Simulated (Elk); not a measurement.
BN (F-43m): how ε∞ follows the gap

The empty bands of BN (F-43m) are shifted up rigidly by Δ, and ε∞ is computed for each shift.

It takes space group F-43m (No. 216, cubic). The conventional cell has a = 3.615 Å, b = 3.615 Å, c = 3.615 Å, α = 90.00°, β = 90.00°, γ = 90.00°. N on site c has 4 B at 1.57 Å as nearest neighbours. B on site a has 4 N at 1.57 Å as nearest neighbours.

Method: Elk 11.2.3 (patched build), PBE, independent particles, k-mesh 16×16×16, Lorentzian half width 0.15 eV.

Launch of the response step: `OMP_NUM_THREADS=4 elk`. The series took 37 s in all, its band step included, on 4 threads of Intel(R) Xeon(R) 6975P-C (Granite Rapids) (shared host).

```tsv
Δ (eV)	ε∞
0.00	?
0.25	4.566
0.50	4.500
0.75	4.435
1.00	4.373
1.50	4.257
2.00	4.148
3.00	3.952
```

With one effective transition at E₀ and fixed dipole strength, ε∞ − 1 = A/(E₀ + Δ), so 1/(ε∞ − 1) is linear in Δ.

Working, on the rows shown:

| x = Δ (eV) | y = 1/(ε∞ − 1) |
| --- | --- |
| 0.25 | 0.280426 |
| 0.5 | 0.285714 |
| 0.75 | 0.291121 |
| 1 | 0.296472 |
| 1.5 | 0.307031 |
| 2 | 0.317662 |
| 3 | 0.338753 |

Means: x̄ = 1.2857, ȳ = 0.30245. Σ(x − x̄)(y − ȳ) = 0.1178, Σ(x − x̄)² = 5.554. Slope = 0.1178 / 5.554 = 0.02121; intercept = ȳ − slope · x̄ = 0.27518. Turned back into ε∞, the line misses the rows shown by at most 0.0009.

Task: Predict the last column of the withheld row from the fit.

Result: At x = 0 the line gives y = 0.27518, that is 4.634. The run gave 4.636, so the extrapolation is off by 0.002, 0.3 % of the range in the table.

Refitted with all rows, the slope is 0.02124 and the intercept 0.27513. These give E₀ = intercept/slope = 13.0 eV. Over the first step ε∞ falls by 6 % per eV. Excitons are left out and so are local fields; PBE gaps are as a rule too small. The values come from a sum over the points of one k-mesh and carry its error, which grows as the direct gap shrinks.

[Logs are printed without paths, hosts, clocks, repeated set-up lines and the standing remarks that a program may print on its own settings, such as how far it seeks lower states.]
